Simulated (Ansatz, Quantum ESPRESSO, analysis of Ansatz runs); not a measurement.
# Migration in Al5AgS8 (F-43m): V_S hop (3.3 Å), charge +2

How high is the barrier when S changes place in Al5AgS8 (F-43m)? The case: V_S hop (3.3 Å), charge +2, in a cell of 56 host atoms with 1 S taken out.

Program: Ansatz 0.2.0. Level of theory: plane-wave PAW DFT, PBEsol; nudged elastic band between two relaxed defect structures at fixed charge in a uniform background. Values are calculated unless marked as measured.

## 1. The system as given

The cell holds 55 atoms: 20 Al, 4 Ag and 31 S. Its edges and angles: a = 10.073 Å, b = 10.073 Å, c = 10.073 Å, α = 90.0°, β = 90.0°, γ = 90.0°. It derives from Al5AgS8 (space group F-43m). Nearest the centre at fractional (0.634, 0.750, 0.750): S51 at 1.66 Å, Al4 at 1.88 Å, Al16 at 1.88 Å, S44 at 2.87 Å, S55 at 2.87 Å, Al12 at 3.12 Å, Al8 at 3.12 Å, S26 at 3.16 Å. The cell carries charge +2.

The cell's shortest repeat is 10.1 Å.

## 2. Relaxation of the start point, charge +2

The ends come first: from an unrelaxed start the top is counted from too high an energy, and the barrier comes out too low. Small random displacements break the symmetry of the ideal sites, so that the defect can distort if it gains by it. The charge of +2 is set by the electron count, and a uniform background keeps the cell neutral.

qp2.start/input.yaml reads:

```yaml
crystal:
  lattice:
    - [10.0726001, 0.0, 0.0]
    - [0.0, 0.0, -10.0726001]
    - [0.0, 10.0726001, 0.0]
  atoms:
    - { symbol: Al, position: [0.11855736, 0.38144264, 0.61855736] }
    - { symbol: Al, position: [0.11855736, 0.88144264, 0.11855736] }
    - { symbol: Al, position: [0.61855736, 0.38144264, 0.11855736] }
    - { symbol: Al, position: [0.61855736, 0.88144264, 0.61855736] }
    - { symbol: Al, position: [0.38144264, 0.38144264, 0.88144264] }
    - { symbol: Al, position: [0.38144264, 0.88144264, 0.38144264] }
    - { symbol: Al, position: [0.88144264, 0.38144264, 0.38144264] }
    - { symbol: Al, position: [0.88144264, 0.88144264, 0.88144264] }
    - { symbol: Al, position: [0.38144264, 0.11855736, 0.61855736] }
    - { symbol: Al, position: [0.38144264, 0.61855736, 0.11855736] }
    - { symbol: Al, position: [0.88144264, 0.11855736, 0.11855736] }
    - { symbol: Al, position: [0.88144264, 0.61855736, 0.61855736] }
    - { symbol: Al, position: [0.11855736, 0.11855736, 0.88144264] }
    - { symbol: Al, position: [0.11855736, 0.61855736, 0.38144264] }
    - { symbol: Al, position: [0.61855736, 0.11855736, 0.38144264] }
    - { symbol: Al, position: [0.61855736, 0.61855736, 0.88144264] }
    - { symbol: Al, position: [0.0, 0.0, 0.5] }
    - { symbol: Al, position: [0.0, 0.5, 0.0] }
    - { symbol: Al, position: [0.5, 0.0, 0.0] }
    - { symbol: Al, position: [0.5, 0.5, 0.5] }
    - { symbol: Ag, position: [0.25, 0.25, 0.25] }
    - { symbol: Ag, position: [0.25, 0.75, 0.75] }
    - { symbol: Ag, position: [0.75, 0.25, 0.75] }
    - { symbol: Ag, position: [0.75, 0.75, 0.25] }
    - { symbol: S, position: [0.38614673, 0.11385327, 0.38614673] }
    - { symbol: S, position: [0.38614673, 0.61385327, 0.88614673] }
    - { symbol: S, position: [0.88614673, 0.11385327, 0.88614673] }
    - { symbol: S, position: [0.88614673, 0.61385327, 0.38614673] }
    - { symbol: S, position: [0.11385327, 0.11385327, 0.11385327] }
    - { symbol: S, position: [0.11385327, 0.61385327, 0.61385327] }
    - { symbol: S, position: [0.61385327, 0.11385327, 0.61385327] }
    - { symbol: S, position: [0.61385327, 0.61385327, 0.11385327] }
    - { symbol: S, position: [0.11385327, 0.38614673, 0.38614673] }
    - { symbol: S, position: [0.11385327, 0.88614673, 0.88614673] }
    - { symbol: S, position: [0.61385327, 0.38614673, 0.88614673] }
    - { symbol: S, position: [0.61385327, 0.88614673, 0.38614673] }
    - { symbol: S, position: [0.38614673, 0.38614673, 0.11385327] }
    - { symbol: S, position: [0.38614673, 0.88614673, 0.61385327] }
    - { symbol: S, position: [0.88614673, 0.38614673, 0.61385327] }
    - { symbol: S, position: [0.88614673, 0.88614673, 0.11385327] }
    - { symbol: S, position: [0.36634011, 0.13365989, 0.86634011] }
    - { symbol: S, position: [0.36634011, 0.63365989, 0.36634011] }
    - { symbol: S, position: [0.86634011, 0.13365989, 0.36634011] }
    - { symbol: S, position: [0.86634011, 0.63365989, 0.86634011] }
    - { symbol: S, position: [0.13365989, 0.13365989, 0.63365989] }
    - { symbol: S, position: [0.13365989, 0.63365989, 0.13365989] }
    - { symbol: S, position: [0.63365989, 0.13365989, 0.13365989] }
    - { symbol: S, position: [0.13365989, 0.36634011, 0.86634011] }
    - { symbol: S, position: [0.13365989, 0.86634011, 0.36634011] }
    - { symbol: S, position: [0.63365989, 0.36634011, 0.36634011] }
    - { symbol: S, position: [0.63365989, 0.86634011, 0.86634011] }
    - { symbol: S, position: [0.36634011, 0.36634011, 0.63365989] }
    - { symbol: S, position: [0.36634011, 0.86634011, 0.13365989] }
    - { symbol: S, position: [0.86634011, 0.36634011, 0.13365989] }
    - { symbol: S, position: [0.86634011, 0.86634011, 0.63365989] }
total_charge: 2
basis:
  ecutwfc: 420
  xc_grid: 2
hamiltonian:
  xc: pbesol
kpoints:
  mp_grid: { grid: [1, 1, 1], shift: [0.25, 0.25, 0.25] }
scf:
  occupations: { method: fixed }
  max_iter: 100
output:
  forces: true
relax:
  f_tol: 0.02
  max_steps: 70
  random_displacement: { amplitude: 0.03, seed: 273 }
```

Command:

```bash
ansatz run input.yaml --threads 16 --pin off --max-ram 26378MiB --backend cpu --events-out ev --progress --plain --runs-dir out
```

Output:

```text
The last accepted step is kept in <dir> (removed where the run ends without a failure and the disk answers)
Engine: ansatz 0.2.0, aarch64-unknown-linux-gnu
Pseudopotentials: kind: paw
Pseudopotential: Al, paw, valence charge 3, recommended cutoff 420 eV (normal), Al.paw.azcp
Pseudopotential: Ag, paw, valence charge 19, recommended cutoff 420 eV (normal), Ag.paw.azcp
Pseudopotential: S, paw, valence charge 6, recommended cutoff 420 eV (normal), S.paw.azcp
Functional definition: PBEsol
  exchange = pbesol_x
  correlation = pbesol_c
Crystal: 55 atoms, lattice volume = 1021.939 Å³
Basis set: ecut = 420 eV, 20005 PW (Γ), exchange–correlation on 144×144×144 points (8 copies of the dense FFT grid, shifted against one another)
Bands: 215, of which v1, the nominal top of the filled ones, is band 160 counted from 1 (159 counted from 0)
Symmetry: 1 space group operations
k-points: 1
Non-local potential: Al, projectors of the file, l = 0: 2, l = 1: 2, l = 2: 1
Non-local potential: Ag, projectors of the file, l = 0: 3, l = 1: 2, l = 2: 2, l = 3: 1
Non-local potential: S, projectors of the file, l = 0: 2, l = 1: 2, l = 2: 2
PAW form: soft (Blöchl's): semilocal exchange-correlation on the pseudo side does not see the compensation charge
PAW frozen core: Al, regenerated for the run's functional, and the local potential with it (the file was generated under x = pbe(κ = 0.804, μ = 0.219515), c = pbe(β = 0.066725))
PAW frozen core: Ag, regenerated for the run's functional, and the local potential with it (the file was generated under x = pbe(κ = 0.804, μ = 0.219515), c = pbe(β = 0.066725))
PAW frozen core: S, regenerated for the run's functional, and the local potential with it (the file was generated under x = pbe(κ = 0.804, μ = 0.219515), c = pbe(β = 0.066725))
PAW one-centre angular grid: Al, 110 points (default); XC on 64 Gauss nodes
PAW one-centre angular grid: Ag, 590 points (default); XC on 64 Gauss nodes
PAW one-centre angular grid: S, 110 points (default); XC on 64 Gauss nodes
Initial density: superposition of atomic densities (neutral atoms scaled as one to the charged cell's electrons: chi_scale 0, normalization atom), corrected by the library's trained network
Initial wavefunctions: pseudopotential atomic-orbital guess
Functional: x = pbesol(κ = 0.804, μ = 0.123457), c = pbesol(β = 0.046)
SCF iter   1: F=—  HF=-68078.505414 eV  |F-HF|=—  |Δ(HF+E_count)|=         —  Δρ=1.51e-2  dr2=6.05e0  ethr=1.77e-3  ⟨swp⟩=6.0  Hψ=671  notcnv=0  defer=53
preconditioner: auto → Resta (q_TF=auto, 2.248 Å⁻¹)  ε∞=4.9  [insulator: Δε(μ)=0.986 eV  Ē_g=10.015 eV  n_scr=178 (ndim 8)  ℏωp=19.7 eV  f_vac=0.000  ε∞_Penn≈4.9]
SCF iter   2: F=—  HF=-68077.163738 eV  |F-HF|=—  |Δ(HF+E_count)|=    1.34e0  Δρ=5.50e-3  dr2=8.73e-1  ethr=1.77e-3  ⟨swp⟩=3.0  Hψ=308  notcnv=0  defer=53
SCF iter   3: F=—  HF=-68076.977799 eV  |F-HF|=—  |Δ(HF+E_count)|=   1.86e-1  Δρ=2.32e-3  dr2=1.90e-1  ethr=2.73e-4  ⟨swp⟩=4.0  Hψ=325  notcnv=0  defer=53
SCF iter   4: F=—  HF=-68077.081016 eV  |F-HF|=—  |Δ(HF+E_count)|=   1.03e-1  Δρ=1.07e-2  dr2=4.91e0  ethr=5.94e-5  ⟨swp⟩=3.0  Hψ=278  notcnv=0  defer=53  recentre
SCF iter   5: F=—  HF=-68076.947396 eV  |F-HF|=—  |Δ(HF+E_count)|=   1.34e-1  Δρ=1.89e-3  dr2=1.08e-1  ethr=5.94e-5  ⟨swp⟩=2.0  Hψ=169  notcnv=0  defer=53
SCF iter   6: F=—  HF=-68076.969545 eV  |F-HF|=—  |Δ(HF+E_count)|=   2.21e-2  Δρ=2.16e-3  dr2=2.08e-1  ethr=3.38e-5  ⟨swp⟩=4.0  Hψ=383  notcnv=0  defer=53
SCF iter   7: F=—  HF=-68076.955271 eV  |F-HF|=—  |Δ(HF+E_count)|=   1.43e-2  Δρ=1.62e-3  dr2=1.27e-1  ethr=3.38e-5  ⟨swp⟩=1.0  Hψ=165  notcnv=0  defer=51
SCF iter   8: F=—  HF=-68076.945556 eV  |F-HF|=—  |Δ(HF+E_count)|=   9.71e-3  Δρ=8.49e-4  dr2=3.45e-2  ethr=3.38e-5  ⟨swp⟩=2.0  Hψ=167  notcnv=0  defer=41
automatic band count: iteration 8 solves 206 bands in place of 215: the levels show a gap, and the empty bands left out lie too high to hold charge; the band table lists the bands solved (type scf.n_extra_bands for more)
SCF iter   9: F=—  HF=-68076.944482 eV  |F-HF|=—  |Δ(HF+E_count)|=   1.07e-3  Δρ=4.41e-4  dr2=5.16e-3  ethr=1.08e-5  ⟨swp⟩=2.0  Hψ=166  notcnv=0  defer=43
SCF iter  10: F=—  HF=-68076.944641 eV  |F-HF|=—  |Δ(HF+E_count)|=   1.59e-4  Δρ=4.91e-4  dr2=1.09e-2  ethr=1.61e-6  ⟨swp⟩=1.0  Hψ=206  notcnv=0  defer=41
SCF iter  11: F=—  HF=-68076.944461 eV  |F-HF|=—  |Δ(HF+E_count)|=   1.80e-4  Δρ=4.07e-4  dr2=7.50e-3  ethr=1.61e-6  ⟨swp⟩=1.0  Hψ=165  notcnv=0  defer=41
SCF iter  12: F=—  HF=-68076.944446 eV  |F-HF|=—  |Δ(HF+E_count)|=   1.51e-5  Δρ=3.48e-4  dr2=2.79e-3  ethr=1.61e-6  ⟨swp⟩=2.0  Hψ=186  notcnv=0  defer=41
SCF iter  13: F=—  HF=-68076.944189 eV  |F-HF|=—  |Δ(HF+E_count)|=   2.57e-4  Δρ=1.66e-4  dr2=1.35e-3  ethr=8.71e-7  ⟨swp⟩=2.0  Hψ=168  notcnv=0  defer=41
SCF iter  14: F=—  HF=-68076.944172 eV  |F-HF|=—  |Δ(HF+E_count)|=   1.66e-5  Δρ=1.60e-4  dr2=1.20e-3  ethr=4.21e-7  ⟨swp⟩=1.0  Hψ=165  notcnv=0  defer=41
SCF iter  15: F=-68076.944148 eV  HF=-68076.944153 eV  |F-HF|=5.71e-6  |Δ(HF+E_count)|=   1.90e-5  Δρ=2.13e-5  dr2=6.67e-6  ethr=3.12e-9  ⟨swp⟩=3.0  Hψ=633  notcnv=0
SCF 1 converged in 15 iterations: F = -68076.944148 eV  dr2 = 6.67e-6
  greatest PAW one-centre occupation: 1.001 electrons in one spin orbital (limit 2), on the Ag atom at site 20 (counted from 0), in its partial waves of l = 0
relax step   1: F+E_penalty+E_count = -68076.94414774 eV  Δ(F+E_penalty+E_count) = +0.000e0 eV  max|allowed force component| = 1.798e0 eV/Å  Δτ_max = 0.0000 Å  (15 SCF iters, dr2 threshold 1.00e-5 eV, accepted)
[... the SCF cycles and remarks between the steps are left out from here to the last step ...]
relax step   2: F+E_penalty+E_count = -68078.16808449 eV  Δ(F+E_penalty+E_count) = -1.224e0 eV  max|allowed force component| = 1.070e0 eV/Å  Δτ_max = 0.1959 Å  (7 SCF iters, dr2 threshold 1.00e-4 eV, accepted)
relax step   3: F+E_penalty+E_count = -68078.64793919 eV  Δ(F+E_penalty+E_count) = -4.799e-1 eV  max|allowed force component| = 6.580e-1 eV/Å  Δτ_max = 0.1946 Å  (6 SCF iters, dr2 threshold 7.15e-5 eV, accepted)
relax step   4: F+E_penalty+E_count = -68078.89631731 eV  Δ(F+E_penalty+E_count) = -2.484e-1 eV  max|allowed force component| = 4.849e-1 eV/Å  Δτ_max = 0.1982 Å  (7 SCF iters, dr2 threshold 1.00e-4 eV, accepted)
relax step   5: F+E_penalty+E_count = -68079.05596072 eV  Δ(F+E_penalty+E_count) = -1.596e-1 eV  max|allowed force component| = 3.653e-1 eV/Å  Δτ_max = 0.1966 Å  (7 SCF iters, dr2 threshold 8.90e-5 eV, accepted)
relax step   6: F+E_penalty+E_count = -68079.17938025 eV  Δ(F+E_penalty+E_count) = -1.234e-1 eV  max|allowed force component| = 3.176e-1 eV/Å  Δτ_max = 0.1953 Å  (7 SCF iters, dr2 threshold 7.25e-5 eV, accepted)
relax step   7: F+E_penalty+E_count = -68079.29387982 eV  Δ(F+E_penalty+E_count) = -1.145e-1 eV  max|allowed force component| = 3.090e-1 eV/Å  Δτ_max = 0.1932 Å  (7 SCF iters, dr2 threshold 5.72e-5 eV, accepted)
relax step   8: F+E_penalty+E_count = -68079.41058134 eV  Δ(F+E_penalty+E_count) = -1.167e-1 eV  max|allowed force component| = 2.924e-1 eV/Å  Δτ_max = 0.1952 Å  (6 SCF iters, dr2 threshold 7.22e-5 eV, accepted)
relax step   9: F+E_penalty+E_count = -68079.48852564 eV  Δ(F+E_penalty+E_count) = -7.794e-2 eV  max|allowed force component| = 1.458e-1 eV/Å  Δτ_max = 0.1955 Å  (6 SCF iters, dr2 threshold 7.65e-5 eV, accepted)
relax step  10: F+E_penalty+E_count = -68079.44252003 eV  Δ(F+E_penalty+E_count) = +4.601e-2 eV  max|allowed force component| = 3.381e-1 eV/Å  Δτ_max = 0.1941 Å  (7 SCF iters, dr2 threshold 5.28e-6 eV, rejected (line search))
relax step  11: F+E_penalty+E_count = -68079.50894901 eV  Δ(F+E_penalty+E_count) = -2.042e-2 eV  max|allowed force component| = 6.815e-2 eV/Å  Δτ_max = 0.0970 Å  (8 SCF iters, accepted)
relax step  12: F+E_penalty+E_count = -68079.50941707 eV  Δ(F+E_penalty+E_count) = -4.681e-4 eV  max|allowed force component| = 6.588e-2 eV/Å  Δτ_max = 0.0224 Å  (5 SCF iters, dr2 threshold 1.02e-6 eV, accepted)
relax step  13: F+E_penalty+E_count = -68079.51159701 eV  Δ(F+E_penalty+E_count) = -2.180e-3 eV  max|allowed force component| = 3.770e-3 eV/Å  Δτ_max = 0.0063 Å  (5 SCF iters, dr2 threshold 9.49e-7 eV, accepted)
iter 1 solved again at ethr=8.36e-11 eV; its pass at ethr=3.10e-3 eV (dr2=2.68e-7 eV) is discarded
SCF iter   1: F=—  HF=-68079.511233 eV  |F-HF|=—  |Δ(HF+E_count)|=         —  Δρ=4.87e-6  dr2=2.90e-7  ethr=8.36e-11  ⟨swp⟩=2.0  Hψ=549  notcnv=0  defer=39
automatic band count: iteration 1 solves 206 bands in place of 215: the levels show a gap, and the empty bands left out lie too high to hold charge; the band table lists the bands solved (type scf.n_extra_bands for more)
SCF iter   2: F=—  HF=-68079.511597 eV  |F-HF|=—  |Δ(HF+E_count)|=   3.64e-4  Δρ=2.81e-6  dr2=1.19e-7  ethr=8.36e-11  ⟨swp⟩=3.0  Hψ=471  notcnv=0  defer=39
SCF iter   3: F=-68079.511597 eV  HF=-68079.511597 eV  |F-HF|=1.16e-9  |Δ(HF+E_count)|=   1.57e-9  Δρ=1.63e-6  dr2=4.09e-8  ethr=3.13e-11  ⟨swp⟩=3.0  Hψ=530  notcnv=0
SCF 14 converged in 3 iterations: F = -68079.511597 eV  dr2 = 4.09e-8
relax step  14: F+E_penalty+E_count = -68079.51159704 eV  Δ(F+E_penalty+E_count) = -3.616e-8 eV  max|allowed force component| = 3.808e-3 eV/Å  Δτ_max = 0.0000 Å  (3 SCF iters, accepted)
SCF converged after 3 iterations
Free energy (F): -68079.511597 eV
Harris-Foulkes:  -68079.511597 eV  (|F-HF|=1.16e-9)
Internal energy: -68079.511597 eV  (E = F + TS)
E sigma→0 (E₀):  -68079.511597 eV
Fermi energy:    6.703933 eV
--- Per-component energies (eV) ---
  E_band       = -1439.830639
  E_kinetic    = 5923.056498
  E_local      = -21058.870768  (includes V_loc(G=0)·N_el)
  E_nonlocal   = 1398.573756
  E_hartree    = 9203.516443
  E_xc         = -4511.991539
  E_vxc        = -4244.076722  (∫ρ·V_xc dr)
  E_paw        = -42537.686624  (= ΣΔE_a)
  E_vpaw       = -1865.548011  (= ΣTr[D̂ρ^β])
  E_aug_tail   = 0.001159  (compensation charges beyond the density's cutoff)
  E_ewald      = -16499.704685
  E_core_change = 3.594165  (= ΣΔE_core)
  E_smearing   = -0.000000  (= −TS)
  E_closure    = -0.000000  (closes the sum)
  E_deformation_potential = 26.803176  (in the stress; not in F)
  Σ components = -68079.511597   (vs F -68079.511597, Δ=0.00e0)
--- Forces (eV/Å), atoms counted from 1 ---
  atom   1  Al    -0.00113043    -0.00008430     0.00097283
  atom   2  Al     0.00051765    -0.00088512    -0.00137032
  [... 1 atom left out ...]
  atom   4  Al    -0.00024035     0.00017975     0.00083959
  [... 3 atoms left out ...]
  atom   8  Al     0.00140089     0.00104566    -0.00092842
  [... 3 atoms left out ...]
  atom  12  Al    -0.00333697     0.00021289    -0.00067198
  [... 3 atoms left out ...]
  atom  16  Al     0.00003559    -0.00127132     0.00006336
  [... 3 atoms left out ...]
  atom  20  Al     0.00046822     0.00161359    -0.00173570
  [... 5 atoms left out ...]
  atom  26  S      0.00044608     0.00125804     0.00009442
  [... 11 atoms left out ...]
  atom  38  S      0.00021197    -0.00018762    -0.00102969
  [... 5 atoms left out ...]
  atom  44  S     -0.00032109    -0.00052792     0.00045827
  [... 6 atoms left out ...]
  atom  51  S     -0.00153579    -0.00071862     0.00040207
  [... 3 atoms left out ...]
  atom  55  S     -0.00026243    -0.00056507     0.00113144
  max |Σ_I F_I| component: 5.94e-5 eV/Å
--- Relaxed structure (14 steps of the walk, 13 accepted, 0 SCFs on fresh bases) ---
  F+E_penalty+E_count = -68079.51159704 eV   max|allowed force component| = 3.808e-3 eV/Å
  atoms:
    - { symbol: Al, position: [0.120105, 0.377235, 0.622366] }
    - { symbol: Al, position: [0.120094, 0.882406, 0.120348] }
    [... 1 atom left out ...]
    - { symbol: Al, position: [0.622915, 0.913001, 0.623135] }
    [... 3 atoms left out ...]
    - { symbol: Al, position: [0.883855, 0.883897, 0.884078] }
    [... 3 atoms left out ...]
    - { symbol: Al, position: [0.913000, 0.622943, 0.623149] }
    [... 3 atoms left out ...]
    - { symbol: Al, position: [0.622895, 0.622965, 0.913192] }
    [... 3 atoms left out ...]
    - { symbol: Al, position: [0.404470, 0.404435, 0.404631] }
    [... 5 atoms left out ...]
    - { symbol: S, position: [0.392901, 0.615257, 0.886638] }
    [... 11 atoms left out ...]
    - { symbol: S, position: [0.392919, 0.886448, 0.615427] }
    [... 5 atoms left out ...]
    - { symbol: S, position: [0.862970, 0.635298, 0.863198] }
    [... 6 atoms left out ...]
    - { symbol: S, position: [0.635255, 0.863013, 0.863202] }
    [... 3 atoms left out ...]
    - { symbol: S, position: [0.862975, 0.863018, 0.635483] }
```

The job ended after 59 s (16 threads of Arm Neoverse N1, shared host; peak memory 1.5 GiB; 13 min of CPU time).

The steps of the relaxation:

```
step  energy less that of the first step (eV)  largest force component (eV/Å)
   1                                   0.0000                          1.7980
   2                                  -1.2239                          1.0696
   3                                  -1.7038                          0.6580
   4                                  -1.9522                          0.4849
   5                                  -2.1118                          0.3653
   6                                  -2.2352                          0.3176
   7                                  -2.3497                          0.3090
   8                                  -2.4664                          0.2924
   9                                  -2.5444                          0.1458
  10                                  -2.4984                          0.3381
  11                                  -2.5648                          0.0681
  12                                  -2.5653                          0.0659
  13                                  -2.5674                          0.0038
  14                                  -2.5674                          0.0038
```

Relaxation step 10 was tried and not accepted.

The atoms that moved most (Å, from the sites as typed, ahead of the random displacement, the mean shift of all atoms taken out):

```
atom      dx      dy      dz  length
Al20  -0.960  -0.961   0.961   1.664
Al12   0.320   0.046  -0.046   0.326
Al16   0.046   0.320  -0.046   0.326
 Al4   0.046   0.046  -0.319   0.326
 S30   0.204  -0.013   0.013   0.204
 S32  -0.013   0.203   0.013   0.204
 S31  -0.013  -0.013  -0.203   0.204
 S42  -0.068  -0.067   0.081   0.125
```

Neighbours of S51 at the end:

```
atom  distance (Å)
Al19         2.366
Al16         2.473
 Al4         2.473
 Al8         2.522
 S44         3.244
 S55         3.244
 S38         3.499
 S26         3.499
```

Read from the output:

```yaml
free_energy: -68079.5116 eV
r_m_s_move_of_the_farther_half_of_the_atoms: 0.06112 Å
largest_move_from_the_ideal_geometry_of_this_structure_a_common_shift_of_the_far_atoms_taken_out: 1.670 Å
```

The relaxation gained 2.567 eV and ended with a largest force component of 0.0038 eV/Å.

[end of part 1 of 4]

[Long decimals in the printed logs are rounded to 6 places.]

[Repeated set-up lines and some long k-point lines are left out of the logs, and relaxed atomic positions are cut to six decimals.]

[Logs are printed without paths, hosts, clocks, repeated set-up lines and the standing remarks that a program may print on its own settings, such as how far it seeks lower states.]

[Hosts, paths, dates, database ids (printed as entryN), source tags and the programs' standing remarks are cut or masked in the printed files.]
